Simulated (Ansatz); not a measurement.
**SrAlH3 (Pm-3m): the cell at rest**

Task: relax SrAlH3 (Pm-3m) tightly.

Main program and level: Ansatz 0.2.0; DFT PBEsol, scalar-relativistic, plane waves, PAW; PAW set soft_1.

## Step 1: Set-up

The structure is cubic, space group Pm-3m (No. 221). Conventional cell: a = 4.585 Å, b = 4.585 Å, c = 4.585 Å, α = 90.00°, β = 90.00°, γ = 90.00°. Sr has 6 H at 2.29 Å nearest. Al has 12 H at 3.24 Å nearest. Nearest to H lie 2 Sr at 2.29 Å. Farther neighbours are not listed.

## Step 2: Probe on a coarse mesh

A quick single point on a coarse mesh tells whether the cell has a gap and how far it is from rest, which sets the k mesh and smearing that follow.

input.yaml

```yaml
crystal:
  lattice:
    - [4.585462, 0.0, 0.0]
    - [0.0, 4.585462, 0.0]
    - [0.0, 0.0, 4.585462]
  atoms:
    - { symbol: Sr, position: [0.5, 0.5, 0.5] }
    - { symbol: Al, position: [0.0, 0.0, 0.0] }
    - { symbol: H, position: [0.0, 0.5, 0.5] }
    - { symbol: H, position: [0.5, 0.5, 0.0] }
    - { symbol: H, position: [0.5, 0.0, 0.5] }
kpoints:
  mp_grid: { grid: [4, 4, 4] }
hamiltonian:
  xc: pbesol
  pseudopotentials: { kind: paw, azcp: { folder: soft_1 }, xc_functional: pbe }
scf:
  occupations: { method: gaussian, width: 0.1 }
output:
  forces: true
  stress: true
  eigenvalues: true
```

On the command line:

```console
ansatz run input.yaml --threads 4 --pin off --max-ram 10240MiB --backend cpu --events-out ev --progress --plain --runs-dir out
```

Numbers of over 12 decimals in the logs are rounded to 6 here.

What it wrote:

```text
Engine: ansatz 0.2.0, aarch64-unknown-linux-gnu
Pseudopotentials: kind: paw
Pseudopotential: Sr, paw, valence charge 10, recommended cutoff 420 eV (normal), soft_1/Sr.paw.azcp
Pseudopotential: Al, paw, valence charge 3, recommended cutoff 420 eV (normal), soft_1/Al.paw.azcp
Pseudopotential: H, paw, valence charge 1, recommended cutoff 420 eV (normal), soft_1/H.paw.azcp
Functional definition: PBEsol
[...]
k-point 0: bands = [... 4 lower, -3.2118, 0.4630, 0.4630, 2.1391, 4.5852, 4.5852, 4.5852, 8.2154, ... 1 higher]
  k-point 1: bands = [... 4 lower, -2.7611, 0.0765, 0.5543, 1.8648, 4.5501, 4.5501, 5.3910, 8.2158, ... 1 higher]
  k-point 2: bands = [... 4 lower, -1.8001, -1.2014, 0.6524, 2.4623, 4.5020, 4.5020, 5.9214, 7.6190, ... 1 higher]
  k-point 9: bands = [... 4 lower, -0.4552, 1.4184, 1.4184, 1.4184, 2.4118, 2.4118, 2.4118, 7.8874, ... 1 higher]
[key lines of the parts left out:]
SCF converged after 8 iterations
Free energy (F): -4062.055454 eV
Fermi energy:    2.437070 eV
P = ⅓ Tr σ = -1.5571 GPa (-15.571 kbar)
```

It took 0.56 s on 4 threads of Arm Neoverse V1, shared host; peak memory 0.3 GiB.

This step gave:

- pressure: -1.557 GPa
- volume per atom: 19.28 Å³
- gap on the k-mesh: 0 eV

The coarse mesh shows no gap and a pressure of -1.6 GPa.

## Step 3: Relaxation

Harmonic phonons are second derivatives at a point where the forces vanish, and they are wanted at zero stress, so atoms and cell are relaxed first.

input.yaml, as its differences from that of step 2:

```diff
@@ -12,3 +12,3 @@
 kpoints:
-  mp_grid: { grid: [4, 4, 4] }
+  mp_grid: { grid: [8, 8, 8] }
 hamiltonian:
@@ -22 +22,6 @@
   eigenvalues: true
+relax:
+  adjacent_minimum: "off"
+  f_tol: 0.005
+  max_steps: 80
+  cell: { stress_tol: 0.05 }
```

What it wrote:

```text
[...]
Crystal: 5 atoms, lattice volume = 96.416 Å³
Basis set: ecut = 420 eV, 1863 PW (Γ), exchange–correlation on 64×64×64 points (8 copies of the dense FFT grid, shifted against one another)
Bands: 13, of which v1, the nominal top of the filled ones, is band 8 counted from 1 (7 counted from 0)
Symmetry: 48 space group operations
[...]
k-points: 35 of 512
[...]
SCF iter   1: F=—  HF=-4063.962984 eV  |F-HF|=—  |Δ(HF+E_count)|=         —  Δρ=5.46e-2  dr2=5.19e0  ethr=3.10e-3  ⟨swp⟩=8.2  Hψ=3707  notcnv=0
[...]
SCF iter   8: F=-4062.052561 eV  HF=-4062.052561 eV  |F-HF|=3.17e-9  |Δ(HF+E_count)|=   2.87e-8  Δρ=1.72e-6  dr2=5.90e-9  ethr=6.25e-10  ⟨swp⟩=4.5  Hψ=1325  notcnv=0
SCF 1 converged in 8 iterations: F = -4062.052561 eV  dr2 = 5.90e-9
[...]
relax step   1: F+E_penalty+E_count = -4062.05256145 eV  Δ(F+E_penalty+E_count) = +0.000e0 eV  max|allowed force component| = 2.275e-30 eV/Å  Δτ_max = 0.0000 Å  P = -1.265 GPa  Ω = 96.416 Å³  (8 SCF iters, dr2 threshold 1.00e-7 eV, accepted)
Crystal: 5 atoms, lattice volume = 91.835 Å³
Basis set: ecut = 420 eV, 1791 PW (Γ), exchange–correlation on 64×64×64 points (8 copies of the dense FFT grid, shifted against one another)
[...]
iter 1 solved again at ethr=7.36e-5 eV; its pass at ethr=3.10e-3 eV (dr2=1.18e-2 eV) is discarded
[...]
SCF iter   5: F=-4062.075689 eV  HF=-4062.075689 eV  |F-HF|=1.32e-9  |Δ(HF+E_count)|=   3.88e-7  Δρ=6.73e-6  dr2=3.49e-8  ethr=3.12e-9  ⟨swp⟩=7.9  Hψ=2711  notcnv=0
SCF 2 converged in 5 iterations: F = -4062.075689 eV  dr2 = 3.49e-8
relax step   2: F+E_penalty+E_count = -4062.07568873 eV  Δ(F+E_penalty+E_count) = -2.313e-2 eV  max|allowed force component| = 2.883e-30 eV/Å  Δτ_max = 0.0000 Å  P = -0.233 GPa  Ω = 91.835 Å³  energy of the carried Pulay correction = +1.190e-3 eV  (5 SCF iters, dr2 threshold 5.00e-7 eV, accepted)
Crystal: 5 atoms, lattice volume = 90.859 Å³
[...]
SCF iter   4: F=-4062.076634 eV  HF=-4062.076634 eV  |F-HF|=4.53e-9  |Δ(HF+E_count)|=   6.96e-7  Δρ=8.44e-6  dr2=7.10e-8  ethr=8.52e-10  ⟨swp⟩=5.7  Hψ=2779  notcnv=0
SCF 3 converged in 4 iterations: F = -4062.076634 eV  dr2 = 7.10e-8
relax step   3: F+E_penalty+E_count = -4062.07663406 eV  Δ(F+E_penalty+E_count) = -9.453e-4 eV  max|allowed force component| = 5.834e-30 eV/Å  Δτ_max = 0.0000 Å  P = +0.010 GPa  Ω = 90.859 Å³  energy of the carried Pulay correction = +1.451e-3 eV  (4 SCF iters, dr2 threshold 1.36e-7 eV, accepted)
[...]
SCF iter   5: F=-4062.075408 eV  HF=-4062.075408 eV  |F-HF|=4.55e-13  |Δ(HF+E_count)|=  1.36e-10  Δρ=5.26e-8  dr2=2.72e-12  ethr=1.00e-12  ⟨swp⟩=6.6  Hψ=2269  notcnv=0
SCF 4 converged in 5 iterations: F = -4062.075408 eV  dr2 = 2.72e-12
relax step   4: F+E_penalty+E_count = -4062.07540845 eV  Δ(F+E_penalty+E_count) = +1.226e-3 eV  max|allowed force component| = 2.467e-30 eV/Å  Δτ_max = 0.0000 Å  P = -0.003 GPa  Ω = 90.859 Å³  stress off target by 3.18e-3 GPa  SCF on the basis re-selected at this cell (its energy is not comparable with the rows above)  (5 SCF iters)
basis re-selected at this cell: Δ(F+E_penalty+E_count) = +1.226e-3 eV, ΔP = -0.013 GPa vs the last step (what re-selecting the basis moved, of the pressure what is left beyond the Pulay correction that the steps carried, after the strain that the cell walked since its last selection, with what the two solves' SCF thresholds leave and, on support functions, any second-order correction that the steps lacked; it is no m [...]
SCF converged after 5 iterations
Free energy (F): -4062.075408 eV
[...]
Internal energy: -4062.073911 eV  (E = F + TS)
E sigma→0 (E₀):  -4062.074660 eV
Entropy (-TS):   -0.001498 eV (-0.300 meV/atom)
Fermi energy:    2.813178 eV
[...]
--- Stress (GPa, compression-positive) ---
       -0.003181       0.000000       0.000000
        0.000000      -0.003181       0.000000
        0.000000       0.000000      -0.003181
  P = ⅓ Tr σ = -0.0032 GPa (-0.032 kbar)
--- Band table (eV; the first three rows and the last of 35) ---
  k-point 0: bands = [... 4 lower, -3.0198, 0.7204, 0.7204, 2.7486, 5.0526, 5.0526, 5.0526, 8.7195, ... 1 higher]
  k-point 1: bands = [... 4 lower, -2.8945, 0.7117, 0.7488, 2.4747, 5.0366, 5.0366, 5.3855, 8.6971, ... 1 higher]
  k-point 2: bands = [... 4 lower, -2.5352, 0.3799, 0.8201, 2.3683, 4.9925, 4.9925, 5.9379, 8.7327, ... 1 higher]
  k-point 34: bands = [... 4 lower, 0.0211, 1.8421, 1.8421, 1.8421, 2.6901, 2.6901, 2.6901, 8.6195, ... 1 higher]
--- Relaxed structure (3 steps of the walk, 3 accepted, 1 SCFs on fresh bases) ---
  F+E_penalty+E_count = -4062.07540845 eV   max|allowed force component| = 2.467e-30 eV/Å   (the final SCF, on the basis selected at the relaxed cell)
  cell:  # Å, volume = 90.8588 Å³
    - [4.495614, 0, 0]
    - [0, 4.495614, 0]
    - [0, 0, 4.495614]
  atoms:
    - { symbol: Sr, position: [0.5, 0.5, 0.5] }
    - { symbol: Al, position: [0, 0, 0] }
    - { symbol: H, position: [0, 0.5, 0.5] }
    - { symbol: H, position: [0.5, 0.5, 0] }
    - { symbol: H, position: [0.5, 0, 0.5] }
```

The job ended after 3.9 s (4 threads; peak memory 0.38 GiB).

Step by step:

| step | energy less that of the first step (eV) | largest force component (eV/Å) | pressure (GPa) | volume (Å³) |
| --- | --- | --- | --- | --- |
| 1 | 0.0000 | 0.0000 | -1.27 | 96.42 |
| 2 | -0.0231 | 0.0000 | -0.23 | 91.84 |
| 3 | -0.0241 | 0.0000 | 0.01 | 90.86 |
| 4* | -0.0228 | 0.0000 | 0.00 | 90.86 |

Relaxation steps marked * repeat the geometry before them on a plane-wave basis chosen anew for their cell, so energy and pressure can jump there.

The run keeps the 48 symmetry operations that it works with, so distortions that break them were not tested.

| conventional cell, symmetrised | before | after | change |
| --- | --- | --- | --- |
| a (Å) | 4.585 | 4.496 | -2.0 % |
| b (Å) | 4.585 | 4.496 | -2.0 % |
| c (Å) | 4.585 | 4.496 | -2.0 % |
| volume (Å³/atom) | 19.28 | 18.17 | -5.8 % |

The relaxed structure:

```xyz
5
Lattice="4.4956 0.0000 0.0000 0.0000 4.4956 0.0000 0.0000 0.0000 4.4956" Properties=species:S:1:pos:R:3 pbc="T T T"
Sr    2.2478    2.2478    2.2478
Al    0.0000    0.0000    0.0000
H     0.0000    2.2478    2.2478
H     2.2478    2.2478    0.0000
H     2.2478    0.0000    2.2478
```

Numbers from this step:

```
pressure        : -0.003181 GPa
volume per atom : 18.17 Å³
```

In this step the volume went from 19.28 to 18.17 Å³/atom.

## Step 4: Relaxing to small forces for the phonons

Phonons need a cell at rest on their own settings, so the relaxation is repeated with tight tolerances on forces and stress, using the mesh and the filling of the phonon run that follows.

input.yaml

```yaml
crystal:
  lattice:
    - [4.4956135358, 0.0, 0.0]
    - [0.0, 4.4956135358, 0.0]
    - [0.0, 0.0, 4.4956135358]
  atoms:
    - { symbol: Sr, position: [0.5, 0.5, 0.5] }
    - { symbol: Al, position: [0.0, 0.0, 0.0] }
    - { symbol: H, position: [0.0, 0.5, 0.5] }
    - { symbol: H, position: [0.5, 0.5, 0.0] }
    - { symbol: H, position: [0.5, 0.0, 0.5] }
kpoints:
  mp_grid: { grid: [8, 8, 8] }
hamiltonian:
  xc: pbesol
  pseudopotentials: { kind: paw, azcp: { folder: soft_1 }, xc_functional: pbe }
scf:
  occupations: { method: methfessel_paxton, width: 0.2 }
output:
  forces: true
  stress: true
  eigenvalues: true
  write_density: true
  write_potential: true
  elf: true
  volumetric_format: npy
relax:
  adjacent_minimum: "off"
  f_tol: 0.001
  max_steps: 60
  cell: { stress_tol: 0.01 }
```

What it wrote:

```text
[...]
Crystal: 5 atoms, lattice volume = 90.859 Å³
Basis set: ecut = 420 eV, 1791 PW (Γ), exchange–correlation on 64×64×64 points (8 copies of the dense FFT grid, shifted against one another)
Bands: 13, of which v1, the nominal top of the filled ones, is band 8 counted from 1 (7 counted from 0)
[... 1 set-up line as in the run before ...]
[...]
k-points: 35 of 512
[...]
cell:  # Å, volume = 90.8588 Å³
    - [4.4956135358, 0.0, 0.0]
    - [0.0, 4.4956135358, 0.0]
    - [0.0, 0.0, 4.4956135358]
  atoms:
    - { symbol: Sr, position: [0.500000, 0.500000, 0.500000] }
    - { symbol: Al, position: [0.0, 0.0, 0.0] }
    - { symbol: H, position: [0.0, 0.500000, 0.500000] }
    - { symbol: H, position: [0.500000, 0.500000, 0.0] }
    - { symbol: H, position: [0.500000, 0.0, 0.500000] }
[key lines of the parts left out:]
SCF converged after 5 iterations
Free energy (F): -4062.074346 eV
Fermi energy:    2.811716 eV
P = ⅓ Tr σ = -0.0055 GPa (-0.055 kbar)
```

Run time: 2.2 s. Hardware: 4 threads; peak memory 0.38 GiB; 7.9 s of CPU time.

Little changed from the start: no atom moved by 0.005 Å and no cell edge by 0.1 %.

Numbers from this step:

```yaml
pressure: -0.005461 GPa
```

Valence density in the ac plane at fractional y = 0.500, with atoms of Sr and H within 0.2 Å of it. It is the smooth field of the valence electrons, not physical close to the nuclei.

Ten even steps from '_' (0.0 e/Å³) to '@' (2.6 e/Å³), each cell a mean:
```
__________..::--..__________
____________....____________
____________________________
__________..::::..__________
________..--++**++::________
::..____::**@@@@@@++..____..
++::....--%%%%##@@**::__..--
--..____--%%@@%%@@++::__..::
..______..==%%%%**--..____..
__________..----::..________
______________..____________
______________..____________
____________..::..__________
__________..--++::__________
```
Columns run along a (4.5 Å), rows up along c (4.5 Å). Atoms in or near the plane, at fractional coordinates: Sr at (0.50, 0.50), H at (0.00, 0.50), H at (0.50, 0.00).

Electrostatic potential energy in the ac plane at fractional y = 0.500, with atoms of Sr and H within 0.2 Å of it. With pseudopotentials it is smooth inside the atoms' cores, unlike the true potential.

Ten even steps from '0' (-109 eV) to '9' (7 eV), each cell a mean:
```
99999987999999
99999999999999
99999999999999
99999988899999
99999865789999
89998510278999
68998200058997
79998400168998
99998742589999
99999888899999
99999999999999
99999999999999
99999998999999
99999976899999
```
Columns run along a (4.5 Å; values clipped at the 3rd and 97th percentile), rows up along c (4.5 Å). Atoms in or near the plane, at fractional coordinates: Sr at (0.50, 0.50), H at (0.00, 0.50), H at (0.50, 0.00).

ELF in the ac plane at fractional y = 0.500, with atoms of Sr and H within 0.2 Å of it. It is the smooth field of the valence electrons, not physical close to the nuclei.

Values in units of 1e-1, 14 rows by 14 columns, each cell a mean:
```
 0.5  0.5  0.9  3.6  8.1  9.8 10.0 10.0 10.0  9.5  6.7  1.9  0.7  0.5
 0.8  0.7  0.7  1.7  4.6  7.3  8.2  8.4  8.0  6.5  3.4  1.0  0.6  0.7
 2.3  1.6  0.7  0.5  0.9  1.7  2.4  2.6  2.2  1.4  0.7  0.5  1.0  1.9
 7.5  5.7  2.0  0.4  1.0  3.2  5.1  5.6  4.5  2.2  0.6  0.7  3.4  6.7
 9.7  8.9  4.2  1.0  3.7  7.3  8.2  8.3  8.1  6.2  2.2  1.4  6.5  9.5
10.0  9.7  5.7  2.0  6.3  8.4  6.7  5.7  7.7  8.1  4.5  2.2  8.0 10.0
10.0  9.8  6.2  2.6  7.2  8.1  3.3  1.1  5.7  8.3  5.6  2.6  8.4 10.0
10.0  9.8  6.0  2.4  6.8  8.2  5.0  3.3  6.7  8.2  5.1  2.4  8.2 10.0
 9.9  9.4  4.9  1.4  4.9  8.2  8.2  8.1  8.4  7.3  3.2  1.7  7.3  9.8
 8.7  7.2  2.8  0.6  1.8  4.9  6.8  7.2  6.3  3.7  1.0  0.9  4.6  8.1
 4.3  3.0  1.1  0.4  0.6  1.4  2.4  2.6  2.0  1.0  0.4  0.5  1.7  3.6
 1.0  0.8  0.6  1.1  2.8  4.9  6.0  6.2  5.7  4.2  2.0  0.7  0.7  0.9
 0.5  0.6  0.8  3.0  7.2  9.4  9.8  9.8  9.7  8.9  5.7  1.6  0.7  0.5
 0.4  0.5  1.0  4.3  8.7  9.9 10.0 10.0 10.0  9.7  7.5  2.3  0.8  0.5
```
Columns run along a (4.5 Å), rows up along c (4.5 Å). Atoms in or near the plane, at fractional coordinates: Sr at (0.50, 0.50), H at (0.00, 0.50), H at (0.50, 0.00).

The forces vanish by symmetry and the pressure is -0.005 GPa, within the tolerances set. The cell now holds 18.17 Å³/atom.

## Step 5: Outcome

```yaml
space_group_after_relaxation_within_0p01_a: Pm-3m
lattice_constant_a: 4.496 Å
lattice_constant_b: 4.496 Å
lattice_constant_c: 4.496 Å
volume_per_atom: 18.2 Å³
```

**Reading.** The forces vanish by symmetry and the pressure is -0.005 GPa, within the tolerances set. The cell now holds 18.17 Å³/atom. The relaxation keeps the symmetry of its start, so it says nothing on stability against lower symmetry. The PAW files were made for PBE and serve the other functionals too.

[Logs are printed without paths, hosts, clocks, repeated set-up lines and the standing remarks that a program may print on its own settings, such as how far it seeks lower states.]

[Hosts, paths, dates, database ids (printed as entryN), source tags and the programs' standing remarks are cut or masked in the printed files.]
